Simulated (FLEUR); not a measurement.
**Magnetic state of free Ni(001) film, 1 layer from several starts**

Aim: find out whether free Ni(001) film, 1 layer carries moments, and which collinear order costs least.

Program: FLEUR MaX-R8.1. Level of theory: PBEsol; all-electron FLAPW film, Dirac cores, scalar-relativistic bands. Results are calculated unless marked as measured.

### 1. The structure

The cell holds 1 atom: 1 Ni. Its edges and angles: a = 2.492 Å, b = 2.492 Å, c = 14.000 Å, α = 90.0°, β = 90.0°, γ = 90.0°. Layers at typed spacings, unrelaxed. Vacuum lies along c.

Coordinates:

```
Ni
1.0
     2.49170    0.00000    0.00000
     0.00000    2.49170    0.00000
     0.00000    0.00000   14.00000
Ni
1
Direct
  0.00000 0.00000 0.50000
```

It is built of layers of Ni (space group 225).

### 2. Run 1 (ferro +)

The parallel start comes first: it shows whether parallel moments hold.

inpgen writes inp.xml from crystal.txt; cutoffs, mixing, functional, smearing and local orbitals are then set in the file. The k list default-1 (kpts.xml, not shown) is a Γ-centred 16×16×1 mesh; where the ranks do not divide the number of points, some are split in two of half the weight.

The input, inp.xml:

```
<?xml version="1.0" encoding="UTF-8" standalone="no"?>
<fleurInput fleurInputVersion="0.39">
   <comment>
      Ni
   </comment>
   <calculationSetup>
      <cutoffs Kmax="3.66" Gmax="11.0" GmaxXC="11.0" numbands="0"/>
      <scfLoop itmax="120" minDistance="0.00002" maxIterBroyd="15" imix="Anderson" alpha="0.03" precondParam="0.0" spinf="2.0" sdNocoIR="T"/>
      <coreElectrons ctail="T" frcor="F" kcrel="1" coretail_lmax="0"/>
      <xcFunctional name="PBEs" relativisticCorrections="F"/>
      <magnetism jspins="2"/>
      <soc l_soc="F" theta="0.0" phi="0.0" spav="F"/>
      <expertModes spex="0" secvar="F"/>
      <geometryOptimization l_f="F" forcealpha="1.0" forcemix="BFGS" epsdisp="0.00001" epsforce="0.00001"/>
      <ldaU l_linMix="F" mixParam="0.05" spinf="1.0"/>
   </calculationSetup>
   <cell>
      <bzIntegration valenceElectrons="18.0" mode="hist" fermiSmearingEnergy="0.00183747">
         <kPointListSelection listName="default-1"/>
         <xi:include xmlns:xi="http://www.w3.org/2001/XInclude" href="kpts.xml"> </xi:include>
      </bzIntegration>
      <xi:include xmlns:xi="http://www.w3.org/2001/XInclude" href="sym.xml"> </xi:include>
      <filmLattice scale="1.0" dVac="5.28" dTilda="7.78">
         <bravaisMatrixFilm>
            <row-1>    4.7086305846658192     0.0000000000000000</row-1>
            <row-2>    0.0000000000000000     4.7086305846658192</row-2>
         </bravaisMatrixFilm>
         <vacuumEnergyParameters vacuum="1" spinUp="-.25" spinDown="-.25"/>
      </filmLattice>
   </cell>
   <atomSpecies>
      <species name="Nickel (Ni1.000" element="Ni" atomicNumber="28">
         <mtSphere radius="2.24" gridPoints="741" logIncrement="0.016"/>
         <atomicCutoffs lmax="8" lnonsphr="6"/>
         <electronConfig flipSpins="F">
            <coreConfig>(1s1/2) (2s1/2) (2p1/2) (2p3/2)</coreConfig>
            <valenceConfig>(3s1/2) (3p1/2) (3p3/2) (4s1/2) (3d3/2) (3d5/2)</valenceConfig>
            <stateOccupation state="(3d3/2)" spinUp="1.6" spinDown="1.6"/>
            <stateOccupation state="(3d5/2)" spinUp="2.9" spinDown="1.9"/>
         </electronConfig>
         <energyParameters s="4" p="4" d="3" f="4"/>
         <lo type="SCLO" l="0" n="3" eDeriv="0"/>
         <lo type="SCLO" l="1" n="3" eDeriv="0"/>
      </species>
   </atomSpecies>
   <atomGroups>
      <atomGroup species="Nickel (Ni1.000">
         <filmPos label="                   1">.0000000000 .0000000000 .0000000000</filmPos>
         <force calculate="T" relaxXYZ="TTT"/>
      </atomGroup>
   </atomGroups>
   <output dos="F" band="F" slice="F">
      <bandDOS minEnergy="-.5*Htr" maxEnergy="0.5*Htr" sigma="0.015" storeEVData="T"/>
      <plotting iplot="0" polar="F">
         <plot TwoD="T" vec1="  1.0  0.0  0.0" vec2="  0.0  1.0  0.0" vec3="  0.0  0.0  1.0" zero="  0.0  0.0 -0.5" file="plot"/>
      </plotting>
      <moessbauerParams electricFieldGradient="F" isomerShift="T" coreHyperfine="T" valenceHyperfine="T"/>
   </output>
</fleurInput>
```

The input, crystal.txt:

```
Ni
&input film=T cartesian=F /
2.49170000000  0.00000000000  0.00000000000
0.00000000000  2.49170000000  0.00000000000
0.00000000000  0.00000000000  1.00000000000
1.8897261246
1.0 1.0 1.0

1
28 0.00000000000  0.00000000000  0.00000000000 : 1.000

&kpt div1=16 div2=16 div3=1 gamma=T /
```

Started as:

```
OMP_NUM_THREADS=1 inpgen -f crystal.txt > inpgen.log  # inp.xml is then edited as shown
OMP_NUM_THREADS=1 mpirun -n 4 fleur_MPI > fleur.log
```

The log of the run:

```text
Welcome to FLEUR        (www.flapw.de)
      MaX-Release 8.1          (www.max-centre.eu)

 ========== k-point set info ==========
 Selected k-point list: default-1
 k-point list type: mesh
 0 x 0 x 0
 Number of k points: 48

 ------------Calculation Setup---------------------------
 Number of MPI-tasks      :            4
 Number of PE/node        :            4
 Number of OMP-threads    :            1
 k-points in parallel     :            4
 pe's per k-point         :            1
 No of k-point loops      :           12
 Eigenvalue solver        :       lapack
 Number of basis functions:          156
 Approximate size of matrices (H+S) per k-point:         0.000 GB
 --------------------------------------------------------
 [... lines of the core solver left out ...]
 Iteration:     1   Distance:      26.62777571 me/bohr^3
 Iteration:     2   Distance:      21.60162232 me/bohr^3
 Iteration:     3   Distance:       8.14738180 me/bohr^3
 Iteration:     4   Distance:       6.54314558 me/bohr^3
 Iteration:     5   Distance:       4.18273329 me/bohr^3
 Iteration:     6   Distance:       3.60570970 me/bohr^3
 Iteration:     7   Distance:       1.48939521 me/bohr^3
 Iteration:     8   Distance:       1.50422187 me/bohr^3
 Iteration:     9   Distance:       1.41563750 me/bohr^3
 Iteration:    10   Distance:       0.44200973 me/bohr^3
 Iteration:    11   Distance:       0.56474732 me/bohr^3
 Iteration:    12   Distance:       0.21131985 me/bohr^3
 Iteration:    13   Distance:       0.12926592 me/bohr^3
 Iteration:    14   Distance:       0.03484868 me/bohr^3
 Iteration:    15   Distance:       0.09632037 me/bohr^3
 Iteration:    16   Distance:       0.09115768 me/bohr^3
 Iteration:    17   Distance:       0.02302210 me/bohr^3
 Iteration:    18   Distance:       0.02028181 me/bohr^3
 Iteration:    19   Distance:       0.00853988 me/bohr^3
 Iteration:    20   Distance:       0.00161292 me/bohr^3
 Iteration:    21   Distance:       0.00049469 me/bohr^3
 Iteration:    22   Distance:       0.00058549 me/bohr^3
 Iteration:    23   Distance:       0.00017364 me/bohr^3
 Iteration:    24   Distance:       0.00003899 me/bohr^3
 Iteration:    25   Distance:       0.00002886 me/bohr^3
 Iteration:    26   Distance:       0.00000709 me/bohr^3

 ********************************************************************
 Run finished successfully
 Stop message:
   all done
 ********************************************************************

--- out.xml (last complete iteration) ---
<iteration numberForCurrentRun="   26" overallNumber="   26">
         <energyParameters units="Htr">
            <atomicEP atomType="1" spin="1" branch="4s" branchLowest="-3.97" branchHighest="1.27" value="-0.2808561740"/>
            <atomicEP atomType="1" spin="1" branch="4p" branchLowest="-2.51" branchHighest="1.89" value="-0.1324838990"/>
            <atomicEP atomType="1" spin="1" branch="3d" branchLowest="-9.99" branchHighest="-0.15" value="-0.2534209133"/>
            <atomicEP atomType="1" spin="1" branch="4f" branchLowest="-9.99" branchHighest="3.25" value="0.1924875623"/>
            <loAtomicEP atomType="1" spin="1" branch="3s" branchLowest="-35.93" branchHighest="-3.97" value="-3.9767016037"/>
            <loAtomicEP atomType="1" spin="1" branch="3p" branchLowest="-30.90" branchHighest="-2.51" value="-2.5272514211"/>
            <vacuumEP vacuum="1" spin="1" vzIR="-0.2474982966" vzInf="0.0000000000" value="-0.2500000000"/>
            <atomicEP atomType="1" spin="2" branch="4s" branchLowest="-3.93" branchHighest="1.30" value="-0.2771139313"/>
            <atomicEP atomType="1" spin="2" branch="4p" branchLowest="-2.47" branchHighest="1.91" value="-0.1309490706"/>
            <atomicEP atomType="1" spin="2" branch="3d" branchLowest="-9.99" branchHighest="-0.11" value="-0.2191040095"/>
            <atomicEP atomType="1" spin="2" branch="4f" branchLowest="-9.99" branchHighest="3.27" value="0.1925704804"/>
            <loAtomicEP atomType="1" spin="2" branch="3s" branchLowest="-35.91" branchHighest="-3.93" value="-3.9337107815"/>
            <loAtomicEP atomType="1" spin="2" branch="3p" branchLowest="-30.88" branchHighest="-2.47" value="-2.4852747106"/>
            <vacuumEP vacuum="1" spin="2" vzIR="-0.2534594521" vzInf="0.0000000000" value="-0.2500000000"/>
         </energyParameters>
         <bandgap value="0.0001787107" units="eV"/>
         <sumValenceSingleParticleEnergies value="-25.3981888674" units="Htr"/>
         <FermiEnergy value="-0.1931303562" units="Htr"/>
         <valenceDensity>
            <mtCharges spin="1">
               <mtCharge atomType="1" total="8.8423402" s="1.1948318" p="3.0629376" d="4.5797513" f="0.0035603"/>
            </mtCharges>
            <mtCharges spin="2">
               <mtCharge atomType="1" total="7.8424322" s="1.1895559" p="3.0682643" d="3.5799357" f="0.0034912"/>
            </mtCharges>
            <spinDependentCharge spin="1" total="9.4793533" interstitial="0.5496799" mtSpheres="8.8423402" vacuum1="0.0436666"/>
            <spinDependentCharge spin="2" total="8.5206469" interstitial="0.5777306" mtSpheres="7.8424322" vacuum1="0.0502420"/>
            <totalCharge value="18.0000002467"/>
         </valenceDensity>
         <allElectronCharges>
            <spinDependentCharge spin="1" total="14.4793556" interstitial="0.5496799" mtSpheres="13.8423425" vacuum1="0.0436666"/>
            <spinDependentCharge spin="2" total="13.5206446" interstitial="0.5777306" mtSpheres="12.8424300" vacuum1="0.0502420"/>
            <totalCharge value="28.0000002471"/>
         </allElectronCharges>
         <magneticMomentsInMTSpheres units="muBohr">
            <globalMagMoment atomType="1" vec="0.00000   0.00000   0.99991"/>
            <localMagMoment atomType="1" vec="0.00000   0.00000   0.99991"/>
         </magneticMomentsInMTSpheres>
         <moessbauerParams unitsHFF="kG" unitsIS="e/bohr^3" unitsEFG="Htr/bohr^2">
            <coreHyperfineField atomType="1" hffTotal="-298.74660" isTotal="19392.84073">
               <shell n="1" l="0" hff="-6.69309" isomerShift="17680.00644"/>
               <shell n="2" l="0" hff="-293.07627" isomerShift="1701.79452"/>
               <shell n="2" l="1" hff="1.02276" isomerShift="11.03978"/>
            </coreHyperfineField>
            <isomerShift atomType="1" nucleusRadius="0.0000918" averageDensity="19650.12732"/>
         </moessbauerParams>
         <totalEnergy value="    -1519.4748207450" units="Htr">
            <sumOfEigenvalues value="     -885.2771527918">
               <coreElectrons value="-859.8789639243"/>
               <valenceElectrons value="-25.3981888674"/>
            </sumOfEigenvalues>
            <densityCoulombPotentialIntegral value="-2347.1400736032"/>
            <densityEffectivePotentialIntegral value="-2428.6340106708"/>
            <chargeDenXCDenIntegral value="-62.1889405598"/>
            <FockExchangeEnergyValence value="0.0000000000"/>
            <FockExchangeEnergyCore value="0.0000000000"/>
            <atomTypeDependentContributions atomType="1">
               <electronNucleiInteractionDifferentMTs value="1821.3702409629"/>
               <MadelungTerm value="-5.7024602997"/>
            </atomTypeDependentContributions>
            <tkbTimesEntropy value="0.0009008731"/>
            <freeEnergy value="-1519.4757216180"/>
            <extrapolationTo0K value="-1519.4752711815"/>
         </totalEnergy>
         <densityConvergence units="me/bohr^3">
            <chargeDensity spin="1" distance="0.0000016802"/>
            <chargeDensity spin="2" distance="0.0000061561"/>
            <overallChargeDensity distance="0.0000055864"/>
            <spinDensity distance="0.0000070876"/>
         </densityConvergence>
      </iteration>
```

Elapsed: 27 s, on 4 MPI ranks of Arm Neoverse N1, shared host; peak memory 0.19 GiB.

Numbers from this step:

```
free energy                                                       : -41347.0408 eV
program's band gap on this mesh (in a metal only a level spacing) : 1.79e-4 eV
magnetization                                                     : 0.9587 μB
final state                                                       : ferromagnetic
largest moment                                                    : 0.9999 μB
```

After 26 cycles the largest moment stands at 1.000 μB.

### 3. Order 2, typed as antiferro q=(1/2,1/2,0) +-

Another pattern of signs weighs the neighbour shells otherwise.

The cell is doubled to 2 atoms to hold this order. The mesh is halved along the doubled vector, so that both cells sample the same points. The k list default-1 (kpts.xml, not shown) is a Γ-centred 8×16×1 mesh.

Changes to inp.xml since step 2:

```diff
@@ -17,3 +17,3 @@
    <cell>
-      <bzIntegration valenceElectrons="18.0" mode="hist" fermiSmearingEnergy="0.00183747">
+      <bzIntegration valenceElectrons="36.0" mode="hist" fermiSmearingEnergy="0.00183747">
          <kPointListSelection listName="default-1"/>
@@ -24,4 +24,4 @@
          <bravaisMatrixFilm>
-            <row-1>    4.7086305846658192     0.0000000000000000</row-1>
-            <row-2>    0.0000000000000000     4.7086305846658192</row-2>
+            <row-1>    9.4172611693316384     0.0000000000000000</row-1>
+            <row-2>    4.7086305846658192     4.7086305846658192</row-2>
          </bravaisMatrixFilm>
@@ -44,2 +44,15 @@
       </species>
+      <species name="Nickel (Ni-1.000" element="Ni" atomicNumber="28">
+         <mtSphere radius="2.24" gridPoints="741" logIncrement="0.016"/>
+         <atomicCutoffs lmax="8" lnonsphr="6"/>
+         <electronConfig flipSpins="F">
+            <coreConfig>(1s1/2) (2s1/2) (2p1/2) (2p3/2)</coreConfig>
+            <valenceConfig>(3s1/2) (3p1/2) (3p3/2) (4s1/2) (3d3/2) (3d5/2)</valenceConfig>
+            <stateOccupation state="(3d3/2)" spinUp="1.6" spinDown="1.6"/>
+            <stateOccupation state="(3d5/2)" spinUp="1.9" spinDown="2.9"/>
+         </electronConfig>
+         <energyParameters s="4" p="4" d="3" f="4"/>
+         <lo type="SCLO" l="0" n="3" eDeriv="0"/>
+         <lo type="SCLO" l="1" n="3" eDeriv="0"/>
+      </species>
    </atomSpecies>
@@ -48,2 +61,6 @@
          <filmPos label="                   1">.0000000000 .0000000000 .0000000000</filmPos>
+         <force calculate="T" relaxXYZ="TTT"/>
+      </atomGroup>
+      <atomGroup species="Nickel (Ni-1.000">
+         <filmPos label="                   2">1.000/2.000 .0000000000 .0000000000</filmPos>
          <force calculate="T" relaxXYZ="TTT"/>
```

The input, crystal.txt:

```
Ni
&input film=T cartesian=F /
4.98340000000  0.00000000000  0.00000000000
2.49170000000  2.49170000000  0.00000000000
0.00000000000  0.00000000000  1.00000000000
1.8897261246
1.0 1.0 1.0

2
28 0.00000000000  0.00000000000  0.00000000000 : 1.000
28 0.50000000000  0.00000000000  0.00000000000 : -1.000

&kpt div1=8 div2=16 div3=1 gamma=T /
```

The log of the run:

```text
[banner, memory and clock lines left out]
Welcome to FLEUR        (www.flapw.de)
      MaX-Release 8.1          (www.max-centre.eu)

 ========== k-point set info ==========
 Selected k-point list: default-1
 k-point list type: mesh
 0 x 0 x 0
 Number of k points: 44

 ------------Calculation Setup---------------------------
 Number of PE/node        :            4
 Number of OMP-threads    :            1
 k-points in parallel     :            4
 pe's per k-point         :            1
 No of k-point loops      :           11
 Eigenvalue solver        :       lapack
 Number of basis functions:          312
 Approximate size of matrices (H+S) per k-point:         0.001 GB
 [... lines of the core solver left out ...]
 Iteration:     1   Distance:      30.15307976 me/bohr^3
 Iteration:     2   Distance:      24.57148541 me/bohr^3
 Iteration:     3   Distance:      11.01600184 me/bohr^3
 Iteration:     4   Distance:      11.11254463 me/bohr^3
 Iteration:     5   Distance:       6.81945491 me/bohr^3
 Iteration:     6   Distance:       6.51814635 me/bohr^3
 Iteration:     7   Distance:       3.92923446 me/bohr^3
 Iteration:     8   Distance:       2.18659518 me/bohr^3
 Iteration:     9   Distance:       2.04742293 me/bohr^3
 Iteration:    10   Distance:       1.52704866 me/bohr^3
[... 51 iterations left out ...]
 Iteration:    62   Distance:       0.00004774 me/bohr^3
 Iteration:    63   Distance:       0.00004070 me/bohr^3
 Iteration:    64   Distance:       0.00003470 me/bohr^3
 Iteration:    65   Distance:       0.00002959 me/bohr^3
 Iteration:    66   Distance:       0.00002638 me/bohr^3
 Iteration:    67   Distance:       0.00002614 me/bohr^3
 Iteration:    68   Distance:       0.00002457 me/bohr^3
 Iteration:    69   Distance:       0.00002441 me/bohr^3
 Iteration:    70   Distance:       0.00002114 me/bohr^3
 Iteration:    71   Distance:       0.00001707 me/bohr^3

 ********************************************************************
 Run finished successfully
 Stop message:
   all done
 ********************************************************************

--- out.xml (last complete iteration) ---
<iteration numberForCurrentRun="   71" overallNumber="   71">
         [... left out ...]
         <bandgap value="0.0000000943" units="eV"/>
         <sumValenceSingleParticleEnergies value="-50.5325572262" units="Htr"/>
         <FermiEnergy value="-0.1996316333" units="Htr"/>
         <valenceDensity>
            <mtCharges spin="1">
               <mtCharge atomType="1" total="8.3495512" s="1.1855975" p="3.0615948" d="4.0975196" f="0.0036035"/>
               <mtCharge atomType="2" total="8.3495501" s="1.1855974" p="3.0615948" d="4.0975185" f="0.0036035"/>
            </mtCharges>
            <mtCharges spin="2">
               <mtCharge atomType="1" total="8.3495495" s="1.1855973" p="3.0615947" d="4.0975181" f="0.0036035"/>
               <mtCharge atomType="2" total="8.3495507" s="1.1855975" p="3.0615948" d="4.0975192" f="0.0036035"/>
            </mtCharges>
            <spinDependentCharge spin="1" total="18.0000011" interstitial="1.1152194" mtSpheres="16.6991012" vacuum1="0.0928402"/>
            <spinDependentCharge spin="2" total="17.9999994" interstitial="1.1152190" mtSpheres="16.6991002" vacuum1="0.0928401"/>
            <totalCharge value="36.0000004929"/>
         </valenceDensity>
         [... left out ...]
         <magneticMomentsInMTSpheres units="muBohr">
            <globalMagMoment atomType="1" vec="0.00000   0.00000   0.00000"/>
            <localMagMoment atomType="1" vec="0.00000   0.00000   0.00000"/>
            <globalMagMoment atomType="2" vec="0.00000   0.00000   0.00000"/>
            <localMagMoment atomType="2" vec="0.00000   0.00000   0.00000"/>
         </magneticMomentsInMTSpheres>
         [... left out ...]
         <totalEnergy value="    -3038.9375335669" units="Htr">
            <sumOfEigenvalues value="    -1770.1420863493">
               <coreElectrons value="-1719.6095291231"/>
               <valenceElectrons value="-50.5325572262"/>
            </sumOfEigenvalues>
            <densityCoulombPotentialIntegral value="-4693.8403891269"/>
            <densityEffectivePotentialIntegral value="-4856.8181536945"/>
            <chargeDenXCDenIntegral value="-124.3703718773"/>
            <FockExchangeEnergyValence value="0.0000000000"/>
            <FockExchangeEnergyCore value="0.0000000000"/>
         [... left out ...]
            <tkbTimesEntropy value="0.0036153309"/>
            <freeEnergy value="-3038.9411488978"/>
            <extrapolationTo0K value="-3038.9393412323"/>
         </totalEnergy>
         <densityConvergence units="me/bohr^3">
            <chargeDensity spin="1" distance="0.0000085774"/>
            <chargeDensity spin="2" distance="0.0000094857"/>
            <overallChargeDensity distance="0.0000059877"/>
            <spinDensity distance="0.0000170660"/>
         </densityConvergence>
      </iteration>
```

The job ended after 3 min (4 MPI ranks; peak memory 0.32 GiB; 12 min of CPU time).

This step gave:

| Property | Result |
| --- | --- |
| free energy | -82693.8014 eV |
| program's band gap on this mesh (in a metal only a level spacing) | 9.43e-8 eV |
| final state | non-magnetic |

It lies 140 meV a seeded atom over the first start.

[end of part 1 of 2]

[Logs and program files are shortened in this print: banners, set-up blocks, solver, clock and traceback lines can be left out without a mark of their own.]

[Logs are printed without paths, hosts, clocks, repeated set-up lines and the standing remarks that a program may print on its own settings, such as how far it seeks lower states.]

[Hosts, paths, dates, database ids (printed as entryN), source tags and the programs' standing remarks are cut or masked in the printed files.]

[Where a cell is said to come from a database of computed structures, the database is the Materials Project.]
